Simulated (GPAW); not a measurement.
## Screening of a field by In2SSe monolayer

How does In2SSe monolayer screen a perpendicular field?

Program: GPAW 26.7.0. Level of theory: GPAW, PAW setups; layer in a repeated cell with vacuum, relaxation of atoms and in-plane cell, in the first sound run; inputs show where later runs differ. Results are calculated unless marked as measured.

## 1. Starting point

The cell holds 4 atoms: 1 Se, 2 In and 1 S. Cell: a = 4.017 Å, b = 4.017 Å, c = 19.055 Å, α = 90.0°, β = 90.0°, γ = 120.0°. Vacuum lies along c.

## 2. Relaxation

The atoms are relaxed first, since the surface dipole, and with it the work function, follows the positions of the outer layers.

File run.py:

```python
import json
import numpy as np
from ase import Atoms
from ase.filters import FrechetCellFilter
from ase.optimize import BFGS
from gpaw import GPAW, PW

slab = Atoms(
    ['Se', 'In', 'In', 'S'],
    positions=[
        [-0.00000, 2.31922, 7.00000],
        [0.00000, 0.00000, 8.28208],
        [0.00000, 0.00000, 11.12208],
        [-0.00000, 2.31922, 12.05548]],
    cell=[[4.017, 0.0, 0.0], [-2.0085, 3.47882, 0.0], [0.0, 0.0, 19.0555]],
    pbc=[True, True, True])

slab.calc = GPAW(mode=PW(600), xc='PBE', kpts={'size': (9, 9, 1), 'gamma': True},
                 occupations={'name': 'fermi-dirac', 'width': 0.05}, nbands='160%',
                 convergence={'density': 1e-05}, maxiter=200,
                 symmetry={'tolerance': 1e-3}, txt='slab.txt')
result = {}
# The in-plane cell is free; stress needs a cell that repeats along all three vectors
path = []
opt = BFGS(FrechetCellFilter(slab, mask=[1, 1, 0, 0, 0, 1]), maxstep=0.2)
opt.attach(lambda: path.append((slab.get_potential_energy(), slab.positions.tolist(), slab.get_forces().tolist())))
result['relaxed'] = bool(opt.run(fmax=0.02, steps=45))
result['path'] = path
result['cell'] = slab.cell.tolist()
print('in-plane lattice', slab.cell.cellpar().round(4)[[0, 1, 5]])
energy = slab.get_potential_energy()
fermi = slab.calc.get_fermi_level()
v = slab.calc.get_electrostatic_potential().mean((0, 1)) - fermi
n = slab.calc.get_pseudo_density().mean((0, 1))
L = slab.cell[2, 2]
z = np.arange(len(v)) * L / len(v)
low, high = slab.positions[:, 2].min(), slab.positions[:, 2].max()
below, above = np.interp([low - 4.8, high + 4.8], z, v)
slopes = [np.interp(x, z, np.gradient(v, z)) for x in (low - 4.8, high + 4.8)]
eps = np.array([[slab.calc.get_eigenvalues(k, s) for k in range(len(slab.calc.get_ibz_k_points()))]
                for s in range(slab.calc.get_number_of_spins())]) - fermi
top, bottom = eps[eps < 0].max(), eps[eps > 0].min()
dipole = slab.get_dipole_moment()[2]
print(f'energy {energy:.4f} eV, Fermi level {fermi:.4f} eV, dipole {dipole:.5f} e A')
print(f'potential 4.8 A off the faces, from the Fermi level: lower {below:.4f} eV, upper {above:.4f} eV')
print(f'slope of the potential there: lower {slopes[0]:.5f}, upper {slopes[1]:.5f} eV/A')
print(f'nearest levels on the mesh: {top:.4f} and {bottom:.4f} eV')
print('magnetic moment', round(slab.get_magnetic_moment(), 3))
result.update(energy=energy, fermi=fermi, dipole=dipole, below=below, above=above, slopes=slopes, edges=[top, bottom],
              z=z.tolist(), v=v.tolist(), n=n.tolist(), positions=slab.positions.tolist(),
              forces=slab.get_forces(apply_constraint=False).tolist(), moments=slab.get_magnetic_moments().tolist())
json.dump(result, open('result.json', 'w'))
```

The run is started by

```sh
$ OMP_NUM_THREADS=1 OPENBLAS_NUM_THREADS=1 python run.py
```

The log of the run:

```text
Step          Energy          fmax
BFGS:    0      -15.167517        1.066219
BFGS:    1      -15.198894        0.843687
BFGS:    2      -15.249415        0.342413
BFGS:    3      -15.251882        0.276213
BFGS:    4      -15.259553        0.201417
BFGS:    5      -15.260459        0.203432
BFGS:    6      -15.266539        0.148585
BFGS:    7      -15.267623        0.080460
BFGS:    8      -15.267879        0.033812
BFGS:    9      -15.267949        0.034085
BFGS:   10      -15.268078        0.027876
BFGS:   11      -15.268135        0.025322
BFGS:   12      -15.268157        0.011099
in-plane lattice [  3.9932   3.9931 120.    ]
energy -15.2682 eV, Fermi level -1.0480 eV, dipole -0.02592 e A
potential 4.8 A off the faces, from the Fermi level: lower 5.2663 eV, upper 5.3413 eV
slope of the potential there: lower -0.01802, upper -0.01782 eV/A
nearest levels on the mesh: -0.8372 and 0.7019 eV
magnetic moment 0.0
```

Run time: 13 min. Hardware: 1 thread of Arm Neoverse V1, shared host; peak memory 0.45 GiB.

This step gave:

- dipole along the normal: -0.02592 e·Å
- levels nearest the Fermi level on the mesh: -0.8372, 0.7019 eV from the Fermi level

Electrostatic potential energy of an electron (without an applied field's), less the Fermi level, planar mean against z:

| z (Å) | electrostatic potential energy of an electron (without an applied field's), less the Fermi level, planar mean (eV) |
| --- | --- |
| 0.0 | 5.30 |
| 0.5 | 5.30 |
| 1.0 | 5.29 |
| 1.5 | 5.28 |
| 2.0 | 5.27 |
| 2.5 | 5.26 |
| 3.0 | 5.25 |
| 3.5 | 5.24 |
| 4.0 | 5.23 |
| 4.5 | 5.20 |
| 5.0 | 5.09 |
| 5.5 | 4.65 |
| 6.0 | 2.79 |
| 6.5 | -4.43 |
| 7.0 | -13.3 |
| 7.5 | -6.60 |
| 8.0 | -10.9 |
| 8.5 | -10.2 |
| 9.0 | -1.25 |
| 9.5 | 2.12 |
| 10.0 | 1.44 |
| 10.5 | -3.94 |
| 11.0 | -12.7 |
| 11.5 | -9.20 |
| 12.0 | -10.9 |
| 12.5 | -6.25 |
| 13.0 | 2.42 |
| 13.5 | 4.76 |
| 14.0 | 5.25 |
| 14.5 | 5.35 |
| 15.0 | 5.37 |
| 15.5 | 5.37 |
| 16.0 | 5.36 |
| 16.5 | 5.35 |
| 17.0 | 5.34 |
| 17.5 | 5.33 |
| 18.0 | 5.32 |
| 18.5 | 5.31 |

The pseudo valence density, planar mean by z:

```
z (Å)  pseudo valence density, planar mean (e/Å³)
 0.00                                           0
 0.53                                           0
 1.06                                           0
 1.59                                           0
 2.12                                           0
 2.47                                      3.3e-6
 3.00                                      1.8e-5
 3.53                                      7.9e-5
 4.06                                      3.7e-4
 4.59                                     0.00177
 5.12                                     0.00854
 5.65                                      0.0411
 6.18                                       0.166
 6.70                                       0.242
 7.06                                       0.222
 7.59                                       0.411
 8.12                                       0.929
 8.65                                       0.464
 9.17                                       0.123
 9.70                                      0.0787
10.23                                       0.145
10.76                                       0.606
11.29                                       0.841
11.82                                       0.423
12.17                                       0.296
12.70                                       0.245
13.23                                      0.0746
13.76                                      0.0150
14.29                                     0.00294
14.82                                      5.9e-4
15.35                                      1.2e-4
15.88                                      2.6e-5
16.41                                      5.3e-6
16.76                                      1.9e-6
17.29                                           0
17.82                                           0
18.35                                           0
18.88                                           0
```

The relaxation lowered the energy of the cell by 0.101 eV (energies extrapolated to zero smearing; the optimiser's log prints free energies). The largest force left on a free atom is 0.011 eV/Å.

## 3. The slab's potential

The work function is the vacuum plateau of the electrostatic potential less the Fermi level; a dipole layer lets the two faces have plateaus of their own.

This step: GPAW, PAW setups; slab in vacuum (GPAW 26.7.0).

The cell differs from the one that the last finished run ended in (c 19.055 → 19.269 Å).

Changes to run.py since step 2:

```diff
@@ -3,4 +3,2 @@
 from ase import Atoms
-from ase.filters import FrechetCellFilter
-from ase.optimize import BFGS
 from gpaw import GPAW, PW
@@ -10,22 +8,15 @@
     positions=[
-        [-0.00000, 2.31922, 7.00000],
-        [0.00000, 0.00000, 8.28208],
-        [0.00000, 0.00000, 11.12208],
-        [-0.00000, 2.31922, 12.05548]],
-    cell=[[4.017, 0.0, 0.0], [-2.0085, 3.47882, 0.0], [0.0, 0.0, 19.0555]],
-    pbc=[True, True, True])
+        [-0.00000, 2.30545, 7.00000],
+        [-0.00000, -0.00000, 8.32022],
+        [-0.00000, -0.00000, 11.13623],
+        [-0.00000, 2.30545, 12.26863]],
+    cell=[[3.99315, -0.0, 0.0], [-1.99658, 3.45817, 0.0], [0.0, 0.0, 19.2686]],
+    pbc=[True, True, False])
 
-slab.calc = GPAW(mode=PW(600), xc='PBE', kpts={'size': (9, 9, 1), 'gamma': True},
+slab.calc = GPAW(mode=PW(400), xc='PBE', kpts={'size': (9, 9, 1), 'gamma': True},
                  occupations={'name': 'fermi-dirac', 'width': 0.05}, nbands='160%',
                  convergence={'density': 1e-05}, maxiter=200,
+                 poissonsolver={'dipolelayer': 'xy'},
                  symmetry={'tolerance': 1e-3}, txt='slab.txt')
 result = {}
-# The in-plane cell is free; stress needs a cell that repeats along all three vectors
-path = []
-opt = BFGS(FrechetCellFilter(slab, mask=[1, 1, 0, 0, 0, 1]), maxstep=0.2)
-opt.attach(lambda: path.append((slab.get_potential_energy(), slab.positions.tolist(), slab.get_forces().tolist())))
-result['relaxed'] = bool(opt.run(fmax=0.02, steps=45))
-result['path'] = path
-result['cell'] = slab.cell.tolist()
-print('in-plane lattice', slab.cell.cellpar().round(4)[[0, 1, 5]])
 energy = slab.get_potential_energy()
```

The log of the run:

```text
energy -14.9583 eV, Fermi level -1.0969 eV, dipole -0.01651 e A
potential 4.8 A off the faces, from the Fermi level: lower 5.1991 eV, upper 5.4156 eV
slope of the potential there: lower -0.00014, upper 0.00015 eV/A
nearest levels on the mesh: -0.8360 and 0.7004 eV
magnetic moment 0.0
```

Run time: 35 s. Hardware: 1 thread; peak memory 0.22 GiB.

This step gave:

- dipole along the normal: -0.01651 e·Å
- levels nearest the Fermi level on the mesh: -0.8360, 0.7004 eV from the Fermi level
- upper work function: 5.416 eV
- lower work function: 5.199 eV
- upper ionisation energy: 6.252 eV

The electrostatic potential energy of an electron (without an applied field's), less the Fermi level, planar mean oscillates, so the rows of the table below give means over windows of 1 Å about each position, cut where the curve ends. Its maxima inside the range that stand out by 2 % of the span (Å: eV): 7.6: -6.48, 9.7: 2.31, 11.8: -8.11. Its minima: 7.1: -13.4, 8.3: -12.9, 11.1: -13.1, 12.2: -12.2.

Table of electrostatic potential energy of an electron (without an applied field's), less the Fermi level, planar mean by z; means over each step:

| z (Å) | electrostatic potential energy of an electron (without an applied field's), less the Fermi level, planar mean (eV) |
| --- | --- |
| 0 | 5.24 |
| 1 | 5.20 |
| 2 | 5.20 |
| 3 | 5.20 |
| 4 | 5.19 |
| 5 | 5.05 |
| 6 | 2.43 |
| 7 | -9.74 |
| 8 | -9.71 |
| 9 | -3.19 |
| 10 | 1.02 |
| 11 | -9.81 |
| 12 | -9.86 |
| 13 | 0.556 |
| 14 | 5.17 |
| 15 | 5.40 |
| 16 | 5.41 |
| 17 | 5.42 |
| 18 | 5.42 |
| 19 | 5.40 |

Pseudo valence density, planar mean against z:

z (Å), pseudo valence density, planar mean (e/Å³) and a bar from the least value:
```
     0.00       0.00 
     0.64       0.00 
     1.28       0.00 
     1.93       0.00 
     2.57       0.00 
     3.21       0.00 
     3.85       0.00 
     4.50       0.00 
     5.35       0.01 
     5.99       0.09 ###
     6.64       0.28 ########
     7.28       0.32 ##########
     7.92       0.56 #################
     8.56       0.71 #####################
     9.21       0.13 ####
     9.85       0.08 ##
    10.49       0.22 #######
    11.13       1.02 ##############################
    11.78       0.45 #############
    12.42       0.28 ########
    13.06       0.14 ####
    13.70       0.02 #
    14.56       0.00 
    15.20       0.00 
    15.84       0.00 
    16.49       0.00 
    17.13       0.00 
    17.77       0.00 
    18.41       0.00 
    19.05       0.00
```

The layer is gapped, so the Fermi level lies somewhere inside the gap, set by smearing and numerics, and these work functions are no property of the material; the band edges below the vacuum level are. The potential is flat to 1.5e-4 eV/Å where it is read, so the vacuum is wide enough.

## 4. Field on

A uniform field along the normal polarises the slab; the atoms stay fixed, so this is the electronic response alone.

Changes to run.py since step 3:

```diff
@@ -4,2 +4,3 @@
 from gpaw import GPAW, PW
+from gpaw.external import ConstantElectricField
 
@@ -19,2 +20,3 @@
                  poissonsolver={'dipolelayer': 'xy'},
+                 external=ConstantElectricField(-0.2, [0, 0, 1]),
                  symmetry={'tolerance': 1e-3}, txt='slab.txt')
```

The log of the run:

```text
energy -14.9723 eV, Fermi level -1.0924 eV, dipole -0.12366 e A
potential 4.8 A off the faces, from the Fermi level: lower 4.4884 eV, upper 6.1087 eV
slope of the potential there: lower -0.00012, upper 0.00020 eV/A
nearest levels on the mesh: -0.8356 and 0.7007 eV
magnetic moment 0.0
```

Run time: 96 s. Hardware: 1 thread; peak memory 0.35 GiB.

This step gave:

```yaml
dipole_along_the_normal: -0.1237 e·Å
levels_nearest_the_fermi_level_on_the_mesh: -0.8356, 0.7007 eV from the Fermi level
potential_below_the_slab_the_applied_field_s_own_ramp_left_out: 4.488 eV from the Fermi level
potential_above_the_slab_the_applied_field_s_own_ramp_left_out: 6.109 eV from the Fermi level
```

Table of electrostatic potential energy of an electron (without an applied field's), less the Fermi level, planar mean by z:

| z (Å) | electrostatic potential energy of an electron (without an applied field's), less the Fermi level, planar mean (eV) |
| --- | --- |
| 0.0 | 5.30 |
| 0.5 | 4.49 |
| 1.0 | 4.49 |
| 1.5 | 4.49 |
| 2.0 | 4.49 |
| 2.5 | 4.49 |
| 3.0 | 4.49 |
| 3.5 | 4.49 |
| 4.0 | 4.48 |
| 4.5 | 4.47 |
| 5.0 | 4.39 |
| 5.5 | 4.06 |
| 6.0 | 2.56 |
| 6.5 | -3.54 |
| 7.0 | -13.8 |
| 7.5 | -7.48 |
| 8.0 | -10.2 |
| 8.5 | -11.5 |
| 9.0 | -2.27 |
| 9.5 | 1.91 |
| 10.0 | 1.82 |
| 10.5 | -2.69 |
| 11.0 | -11.8 |
| 11.5 | -9.63 |
| 12.0 | -9.56 |
| 12.5 | -7.41 |
| 13.0 | 2.37 |
| 13.5 | 5.28 |
| 14.0 | 5.92 |
| 14.5 | 6.06 |
| 15.0 | 6.10 |
| 15.5 | 6.11 |
| 16.0 | 6.11 |
| 16.5 | 6.11 |
| 17.0 | 6.11 |
| 17.5 | 6.11 |
| 18.0 | 6.11 |
| 18.5 | 6.11 |
| 19.0 | 5.88 |

The dipole is now -0.124 e Å, against -0.017 in the run without a field.

## 5. In a field

Changes to run.py since step 4:

```diff
@@ -20,3 +20,3 @@
                  poissonsolver={'dipolelayer': 'xy'},
-                 external=ConstantElectricField(-0.2, [0, 0, 1]),
+                 external=ConstantElectricField(-0.1, [0, 0, 1]),
                  symmetry={'tolerance': 1e-3}, txt='slab.txt')
```

The log of the run:

```text
energy -14.9627 eV, Fermi level -1.0943 eV, dipole -0.07009 e A
potential 4.8 A off the faces, from the Fermi level: lower 4.8432 eV, upper 5.7615 eV
slope of the potential there: lower -0.00013, upper 0.00018 eV/A
nearest levels on the mesh: -0.8358 and 0.7007 eV
magnetic moment 0.0
```

Run time: 96 s. Hardware: 1 thread; peak memory 0.35 GiB.

This step gave:

| Item | Value |
| --- | --- |
| dipole along the normal | -0.07009 e·Å |
| levels nearest the Fermi level on the mesh | -0.8358, 0.7007 eV from the Fermi level |
| potential below the slab, the applied field's own ramp left out | 4.843 eV from the Fermi level |
| potential above the slab, the applied field's own ramp left out | 5.761 eV from the Fermi level |

Electrostatic potential energy of an electron (without an applied field's), less the Fermi level, planar mean against z:

```csv
z (Å),"electrostatic potential energy of an electron (without an applied field's), less the Fermi level, planar mean (eV)"
0.0,5.30
0.5,4.84
1.0,4.84
1.5,4.84
2.0,4.84
2.5,4.84
3.0,4.84
3.5,4.84
4.0,4.84
4.5,4.82
5.0,4.74
5.5,4.40
6.0,2.88
6.5,-3.25
7.0,-13.5
7.5,-7.29
8.0,-10.1
8.5,-11.4
9.0,-2.21
9.5,1.92
10.0,1.78
10.5,-2.77
11.0,-11.9
11.5,-9.80
12.0,-9.78
12.5,-7.67
13.0,2.07
13.5,4.95
14.0,5.58
14.5,5.72
15.0,5.75
15.5,5.76
16.0,5.76
16.5,5.76
17.0,5.76
17.5,5.76
18.0,5.76
18.5,5.76
19.0,5.63
```

The dipole is now -0.0701 e Å, against -0.017 in the run without a field.

[end of part 1 of 2]

[Logs are printed without paths, hosts, clocks, repeated set-up lines and the standing remarks that a program may print on its own settings, such as how far it seeks lower states.]

[Hosts, paths, dates, database ids (printed as entryN), source tags and the programs' standing remarks are cut or masked in the printed files.]
